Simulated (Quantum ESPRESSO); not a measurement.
# AlN(11-20), stepped through the number of layers, part 3 of 15

Wanted: a table for AlN(11-20) against the number of layers, and what can be fitted to it.

Quantum ESPRESSO 7.5; plane-wave DFT, PBE, GBRV ultrasoft pseudopotentials.

So far. Step 2 (Relaxing cell and ions of the reference):  The last row is no step: it is a fresh SCF in the final cell with a new plane-wave basis, -0 meV from the row before.

## 4. Relaxation with pw.x, 3 layers

What the set-up leaves free in this member is relaxed.

System of this step: AlN(11-20), 3 layers. The cell holds 12 atoms: 6 Al and 6 N. Cell: a = 5.424 Å, b = 5.023 Å, c = 19.141 Å, α = 90.0°, β = 90.0°, γ = 90.0°. It derives from AlN. Vacuum lies along c.

m0.relax.in reads:

```
&control
  prefix = 'm0.relax'
  outdir = './out'
  pseudo_dir = './pseudo'
  nstep = 90
  forc_conv_thr = 6e-05
  calculation = 'relax'
  etot_conv_thr = 1e-07
/
&system
  ibrav = 0
  nat = 12
  ntyp = 2
  ecutwfc = 40
  ecutrho = 200
  occupations = 'fixed'
/
&electrons
  conv_thr = 1e-10
  mixing_beta = 0.4
  electron_maxstep = 120
/
&ions
/
ATOMIC_SPECIES
  Al  26.9815  al_pbe_v1.uspp.F.UPF
  N   14.0070  n_pbe_v1.2.uspp.F.UPF
CELL_PARAMETERS angstrom
  5.42440360500000 0.00000000000000 0.00000000000000
  0.00000000000000 5.02318495200000 0.00000000000000
  0.00000000000000 0.00000000000000 19.14118165613099
ATOMIC_POSITIONS crystal
  Al  0.333333333300 0.000000000000 0.418191322530
  Al  0.666666666700 0.500000000000 0.418191322530
  N   0.333333333300 0.382000000000 0.418191322530
  N   0.666666666700 0.882000000000 0.418191322530
  Al  0.833333333300 0.000000000000 0.500000000000
  Al  0.166666666700 0.500000000000 0.500000000000
  N   0.833333333300 0.382000000000 0.500000000000
  N   0.166666666700 0.882000000000 0.500000000000
  Al  0.333333333300 0.000000000000 0.581808677470
  Al  0.666666666700 0.500000000000 0.581808677470
  N   0.333333333300 0.382000000000 0.581808677470
  N   0.666666666700 0.882000000000 0.581808677470
K_POINTS automatic
  4 4 1 0 0 0
```

Launch:

```
> OMP_NUM_THREADS=1 mpirun -n 4 pw.x -nk 1 -in m0.relax.in > m0.relax.out
```

Output:

```text
[banner, memory and clock lines left out]
Program PWSCF v.7.5 starts

          URL

     Message from routine setup:
     using ibrav=0 with symmetry is DISCOURAGED, use correct ibrav instead

     bravais-lattice index     =            0
     lattice parameter (alat)  =      10.2506  a.u.
     unit-cell volume          =    3519.6259 (a.u.)^3
     number of atoms/cell      =           12
     number of atomic types    =            2
     number of electrons       =        48.00
     number of Kohn-Sham states=           24
     kinetic-energy cutoff     =      40.0000  Ry
     charge density cutoff     =     200.0000  Ry
     scf convergence threshold =      1.0E-10
     mixing beta               =       0.4000
     number of iterations used =            8  plain     mixing
     energy convergence thresh.=      1.0E-07
     force convergence thresh. =      6.0E-05
     Exchange-correlation= SLA  PW   PBE  PBE
                           (   1   4   3   4   0   0   0)
     nstep                     =           90

     celldm(1)=  10.250637  celldm(2)=   0.000000  celldm(3)=   0.000000
     celldm(4)=   0.000000  celldm(5)=   0.000000  celldm(6)=   0.000000

     crystal axes: (cart. coord. in units of alat)
               a(1) = (   1.000000   0.000000   0.000000 )
               a(2) = (   0.000000   0.926035   0.000000 )
               a(3) = (   0.000000   0.000000   3.528716 )

     reciprocal axes: (cart. coord. in units 2 pi/alat)
               b(1) = (  1.000000  0.000000  0.000000 )
               b(2) = (  0.000000  1.079873  0.000000 )
               b(3) = (  0.000000  0.000000  0.283389 )

     PseudoPot. # 1 for Al read from file:
     ./pseudo/al_pbe_v1.uspp.F.UPF
     Pseudo is Ultrasoft + core correction, Zval =  3.0
     Generated by new atomic code, or converted to UPF format
     Using radial grid of  893 points,  3 beta functions with:
                l(1) =   0
                l(2) =   1
                l(3) =   2
     Q(r) pseudized with  8 coefficients,  rinner =    0.900   0.900   0.900
                                                       0.900   0.900

     PseudoPot. # 2 for N  read from file:
     ./pseudo/n_pbe_v1.2.uspp.F.UPF
     Pseudo is Ultrasoft + core correction, Zval =  5.0
     Generated by new atomic code, or converted to UPF format
     Using radial grid of  729 points,  4 beta functions with:
                l(1) =   0
                l(2) =   0
                l(3) =   1
                l(4) =   1
     Q(r) pseudized with  8 coefficients,  rinner =    0.900   0.900   0.900

     atomic species   valence    mass     pseudopotential
     Al                3.00    26.98150     Al( 1.00)
     N                 5.00    14.00700     N ( 1.00)

      4 Sym. Ops. (no inversion) found ( 2 have fractional translation)

   Cartesian axes

     site n.     atom                  positions (alat units)
         1        Al     tau(   1) = (   0.3333333   0.0000000   1.4756786  )
         2        Al     tau(   2) = (   0.6666667   0.4630173   1.4756786  )
         3        N      tau(   3) = (   0.3333333   0.3537452   1.4756786  )
         4        N      tau(   4) = (   0.6666667   0.8167624   1.4756786  )
         5        Al     tau(   5) = (   0.8333333   0.0000000   1.7643582  )
         6        Al     tau(   6) = (   0.1666667   0.4630173   1.7643582  )
         7        N      tau(   7) = (   0.8333333   0.3537452   1.7643582  )
         8        N      tau(   8) = (   0.1666667   0.8167624   1.7643582  )
         9        Al     tau(   9) = (   0.3333333   0.0000000   2.0530378  )
        10        Al     tau(  10) = (   0.6666667   0.4630173   2.0530378  )
        11        N      tau(  11) = (   0.3333333   0.3537452   2.0530378  )
        12        N      tau(  12) = (   0.6666667   0.8167624   2.0530378  )

     number of k points=     9
                       cart. coord. in units 2pi/alat
        k(    1) = (   0.0000000   0.0000000   0.0000000), wk =   0.1250000
        k(    2) = (   0.0000000   0.2699683   0.0000000), wk =   0.2500000
        k(    3) = (   0.0000000  -0.5399367   0.0000000), wk =   0.1250000
        k(    4) = (   0.2500000   0.0000000   0.0000000), wk =   0.2500000
        k(    5) = (   0.2500000   0.2699683   0.0000000), wk =   0.5000000
        k(    6) = (   0.2500000  -0.5399367   0.0000000), wk =   0.2500000
        k(    7) = (  -0.5000000   0.0000000   0.0000000), wk =   0.1250000
        k(    8) = (  -0.5000000   0.2699683   0.0000000), wk =   0.2500000
        k(    9) = (  -0.5000000  -0.5399367   0.0000000), wk =   0.1250000

     Dense  grid:   168083 G-vectors     FFT dimensions: (  48,  48, 180)

     Smooth grid:   120263 G-vectors     FFT dimensions: (  45,  40, 150)

     Initial potential from superposition of free atoms

     starting charge      47.9852, renormalised to      48.0000

     negative rho (up, down):  3.952E-04 0.000E+00
     Starting wfcs are   48 randomized atomic wfcs

     per-process dynamical memory:    58.7 Mb

     Self-consistent Calculation

     iteration #  1     ecut=    40.00 Ry     beta= 0.40
     Davidson diagonalization with overlap
     ethr =  1.00E-02,  avg # of iterations =  2.0

     negative rho (up, down):  4.100E-04 0.000E+00

     total energy              =    -160.33656019 Ry
     estimated scf accuracy    <       5.25121251 Ry

     iteration #  2     ecut=    40.00 Ry     beta= 0.40
     Davidson diagonalization with overlap
     ethr =  1.00E-02,  avg # of iterations =  2.1

     negative rho (up, down):  5.830E-04 0.000E+00

     total energy              =    -161.60753674 Ry
     estimated scf accuracy    <       0.26435057 Ry

     iteration #  3     ecut=    40.00 Ry     beta= 0.40
     Davidson diagonalization with overlap
     ethr =  5.51E-04,  avg # of iterations =  3.3

     negative rho (up, down):  7.050E-04 0.000E+00

     total energy              =    -161.60334033 Ry
     estimated scf accuracy    <       0.09522597 Ry

     iteration #  4     ecut=    40.00 Ry     beta= 0.40
     Davidson diagonalization with overlap
     ethr =  1.98E-04,  avg # of iterations =  2.7

     negative rho (up, down):  8.255E-04 0.000E+00

     total energy              =    -161.62707419 Ry
     estimated scf accuracy    <       0.02769353 Ry

     iteration #  5     ecut=    40.00 Ry     beta= 0.40
     Davidson diagonalization with overlap
     ethr =  5.77E-05,  avg # of iterations =  1.6

     negative rho (up, down):  8.954E-04 0.000E+00

     total energy              =    -161.62434815 Ry
     estimated scf accuracy    <       0.00837336 Ry

     iteration #  6     ecut=    40.00 Ry     beta= 0.40
[...]
-6.6560  -6.6536  -6.2960  -5.7743  -5.5054  -5.3077  -4.7335  -4.5178
    -4.2920  -4.0497  -3.6070  -3.3757  -3.3712  -2.8256  -2.7577  -2.2595

          k = 0.2500 0.2700 0.0000 ( 15012 PWs)   bands (ev):

   -16.8994 -16.0285 -15.3652 -15.2878 -15.0174 -14.6512  -7.5395  -7.3691
    -6.9939  -6.9566  -6.2106  -5.7135  -5.2156  -5.0749  -4.6841  -4.3960
    -4.0291  -3.7899  -3.7129  -3.4564  -3.3082  -3.0289  -2.6187  -2.3288

          k = 0.2500-0.5399 0.0000 ( 15024 PWs)   bands (ev):

   -16.3937 -16.3937 -15.3244 -15.3244 -14.9708 -14.9708  -7.5483  -7.5483
    -6.9101  -6.9101  -6.2533  -6.2533  -4.7792  -4.7792  -4.4226  -4.4226
    -3.8750  -3.8750  -3.4954  -3.4954  -3.1720  -3.1720  -2.5006  -2.5006

          k =-0.5000 0.0000 0.0000 ( 15068 PWs)   bands (ev):

   -16.6701 -16.5840 -15.3874 -15.1600 -14.8381 -14.5446  -7.3042  -7.1609
    -6.9219  -6.7921  -6.2647  -5.6986  -5.6963  -5.2966  -4.8849  -4.4260
    -4.1121  -4.1056  -3.8082  -3.4022  -3.0408  -2.9508  -2.5992  -2.3345

          k =-0.5000 0.2700 0.0000 ( 15060 PWs)   bands (ev):

   -16.5159 -16.4213 -15.3613 -15.2635 -15.1066 -14.6639  -7.4281  -7.3113
    -7.2355  -6.3955  -6.2886  -6.0343  -5.2244  -5.0746  -4.8812  -4.2467
    -3.9461  -3.8963  -3.6629  -3.2668  -3.2098  -3.1620  -2.5006  -2.3572

          k =-0.5000-0.5399 0.0000 ( 14972 PWs)   bands (ev):

   -16.2260 -16.2260 -15.5505 -15.5505 -14.9618 -14.9618  -7.3180  -7.3180
    -7.1392  -7.1392  -6.3325  -6.3325  -4.5170  -4.5170  -3.9971  -3.9971
    -3.9138  -3.9138  -3.6743  -3.6743  -3.4421  -3.4421  -2.4287  -2.4287

     highest occupied level (ev):    -2.2034

!    total energy              =    -161.73266393 Ry
     estimated scf accuracy    <          3.8E-12 Ry

     The total energy is the sum of the following terms:
     one-electron contribution =   -1066.50967390 Ry
     hartree contribution      =     547.20868606 Ry
     xc contribution           =     -58.73019644 Ry
     ewald contribution        =     416.29852035 Ry

     convergence has been achieved in   8 iterations

     negative rho (up, down):  1.074E-03 0.000E+00

     Forces acting on atoms (cartesian axes, Ry/au):

     atom    1 type  1   force =     0.00020501   -0.00058661    0.00033018
     atom    2 type  1   force =    -0.00020501   -0.00058661    0.00033018
     atom    3 type  2   force =    -0.00130564    0.00044973   -0.00115694
     atom    4 type  2   force =     0.00130564    0.00044973   -0.00115694
     atom    5 type  1   force =    -0.00010942   -0.00044357    0.00000000
     atom    6 type  1   force =     0.00010942   -0.00044357    0.00000000
     atom    7 type  2   force =    -0.00039774    0.00071734    0.00000000
     atom    8 type  2   force =     0.00039774    0.00071734    0.00000000
     atom    9 type  1   force =     0.00020501   -0.00058661   -0.00033018
     atom   10 type  1   force =    -0.00020501   -0.00058661   -0.00033018
     atom   11 type  2   force =    -0.00130564    0.00044973    0.00115694
     atom   12 type  2   force =     0.00130564    0.00044973    0.00115694

     Total force =     0.004090     Total SCF correction =     0.000003
     Energy error            =      4.2E-05 Ry
     Gradient error          =      1.3E-03 Ry/Bohr

     number of scf cycles    =  11
     number of bfgs steps    =  10

     energy             old  =    -161.7326214364 Ry
     energy             new  =    -161.7326639323 Ry

     CASE: energy            _new < energy            _old

     new trust radius        =       0.0046095662 bohr
     new conv_thr            =            2.2E-11 Ry

ATOMIC_POSITIONS (crystal)
Al               0.3640144906        0.0166069987        0.4267272476
Al               0.6359855094        0.5166069987        0.4267272476
N                0.3309381795        0.3722004434        0.4184007784
N                0.6690618205        0.8722004434        0.4184007784
Al               0.8355257170       -0.0071008010        0.5000000000
Al               0.1644742830        0.4928991990        0.5000000000
N                0.8325465092        0.3754859169        0.5000000000
N                0.1674534908        0.8754859169        0.5000000000
Al               0.3640144906        0.0166069987        0.5732727524
Al               0.6359855094        0.5166069987        0.5732727524
N                0.3309381795        0.3722004434        0.5815992216
N                0.6690618205        0.8722004434        0.5815992216

     XML data file
     NEW-OLD atomic charge density approx. for the potential

     negative rho (up, down):  1.074E-03 0.000E+00

     per-process dynamical memory:   100.2 Mb

     Self-consistent Calculation

     iteration #  1     ecut=    40.00 Ry     beta= 0.40
     Davidson diagonalization with overlap
     ethr =  1.00E-06,  avg # of iterations =  3.0

     Threshold (ethr) on eigenvalues was too large:
     Diagonalizing with lowered threshold

     Davidson diagonalization with overlap
     ethr =  2.56E-08,  avg # of iterations =  3.4

     negative rho (up, down):  1.074E-03 0.000E+00

     total energy              =    -161.73268679 Ry
     estimated scf accuracy    <       0.00001892 Ry

     iteration #  2     ecut=    40.00 Ry     beta= 0.40
     Davidson diagonalization with overlap
     ethr =  3.94E-08,  avg # of iterations =  2.0

     negative rho (up, down):  1.074E-03 0.000E+00

     total energy              =    -161.73268803 Ry
     estimated scf accuracy    <       0.00000248 Ry

     iteration #  3     ecut=    40.00 Ry     beta= 0.40
     Davidson diagonalization with overlap
     ethr =  5.17E-09,  avg # of iterations =  2.0

     negative rho (up, down):  1.075E-03 0.000E+00

     total energy              =    -161.73268836 Ry
     estimated scf accuracy    <       0.00000026 Ry

     iteration #  4     ecut=    40.00 Ry     beta= 0.40
     Davidson diagonalization with overlap
     ethr =  5.33E-10,  avg # of iterations =  2.6

     negative rho (up, down):  1.075E-03 0.000E+00

     total energy              =    -161.73268840 Ry
     estimated scf accuracy    <       0.00000003 Ry

     iteration #  5     ecut=    40.00 Ry     beta= 0.40
     Davidson diagonalization with overlap
     ethr =  7.12E-11,  avg # of iterations =  2.8

     negative rho (up, down):  1.075E-03 0.000E+00

     total energy              =    -161.73268840 Ry
     estimated scf accuracy    <          2.3E-09 Ry

     iteration #  6     ecut=    40.00 Ry     beta= 0.40
     Davidson diagonalization with overlap
     ethr =  4.72E-12,  avg # of iterations =  3.7

     negative rho (up, down):  1.075E-03 0.000E+00

     total energy              =    -161.73268840 Ry
     estimated scf accuracy    <          2.1E-10 Ry

     iteration #  7     ecut=    40.00 Ry     beta= 0.40
     Davidson diagonalization with overlap
     ethr =  4.39E-13,  avg # of iterations =  3.7

     negative rho (up, down):  1.075E-03 0.000E+00

     total energy              =    -161.73268840 Ry
     estimated scf accuracy    <          4.1E-11 Ry

     iteration #  8     ecut=    40.00 Ry     beta= 0.40
     Davidson diagonalization with overlap
     ethr =  1.00E-13,  avg # of iterations =  2.9

     negative rho (up, down):  1.075E-03 0.000E+00

     End of self-consistent calculation

          k = 0.0000 0.0000 0.0000 ( 15031 PWs)   bands (ev):

   -17.2703 -15.7759 -15.4468 -15.0670 -14.9898 -14.5023  -8.0504  -7.4971
    -6.4960  -6.0252  -6.0142  -5.7904  -5.5945  -5.5341  -4.8604  -4.8483
    -4.0030  -4.0000  -3.8184  -3.4736  -3.0907  -2.8651  -2.7405  -2.2091

          k = 0.0000 0.2700 0.0000 ( 15053 PWs)   bands (ev):

   -17.0614 -15.9372 -15.3134 -15.1312 -15.0876 -14.6434  -7.7012  -7.5017
    -7.0712  -6.5938  -6.1352  -6.0634  -5.2414  -4.6541  -4.5960  -4.5441
    -4.0873  -3.9787  -3.8754  -3.5307  -3.0897  -3.0111  -2.6951  -2.3176

          k = 0.0000-0.5399 0.0000 ( 15012 PWs)   bands (ev):

   -16.5105 -16.5105 -15.1491 -15.1491 -14.9826 -14.9826  -7.7452  -7.7452
    -6.6037  -6.6037  -6.2194  -6.2194  -4.9817  -4.9817  -4.8928  -4.8928
    -3.7008
```

It took 6.6 min on 4 MPI ranks of Arm Neoverse V1, shared host; peak memory 0.52 GiB; 26 min of CPU time.

The steps of the relaxation:

```
step  energy less that of the first step (eV)  largest force (eV/Å)
   1                                   0.0000                2.5957
   2                                  -0.6227                1.9966
   3                                  -1.0680                1.3026
   4                                  -1.3343                0.4727
   5                                  -1.3716                0.3994
   6                                  -1.4076                0.2660
   7                                  -1.4236                0.1829
   8                                  -1.4292                0.1468
   9                                  -1.4328                0.0732
  10                                  -1.4335                0.0565
  11                                  -1.4341                0.0463
  12                                  -1.4344                0.0367
  13                                  -1.4346                0.0200
  14                                  -1.4346                0.0135
  15                                  -1.4346                0.0063
  16                                  -1.4347                0.0038
  17                                  -1.4347                0.0027
  18                                  -1.4347                0.0013
```

The atoms that moved most (Å):

```
atom      dx      dy      dz  length
 Al1   0.168   0.084   0.163   0.248
 Al2  -0.168   0.084   0.163   0.248
 Al9   0.168   0.084  -0.163   0.248
Al10  -0.168   0.084  -0.163   0.248
 N11  -0.016  -0.048  -0.002   0.051
  N3  -0.016  -0.048   0.002   0.051
 N12   0.016  -0.048  -0.002   0.051
  N4   0.016  -0.048   0.002   0.051
```

The relaxation lowers the energy by 120 meV an atom.

Read from the output:

| Property | Result |
| --- | --- |
| free energy | -2200.4856 eV |
| valence top, on the run's zero | -2.218 eV |

[end of part 3 of 15]

[Logs are printed without paths, hosts, clocks, repeated set-up lines and the standing remarks that a program may print on its own settings, such as how far it seeks lower states.]

[Hosts, paths, dates, database ids (printed as entryN), source tags and the programs' standing remarks are cut or masked in the printed files.]

[Maps of the electrostatic potential energy from Ansatz leave out the sawtooth potential of an applied field or a dipole correction, so their vacuum need not be flat; planar profiles and work functions include it.]
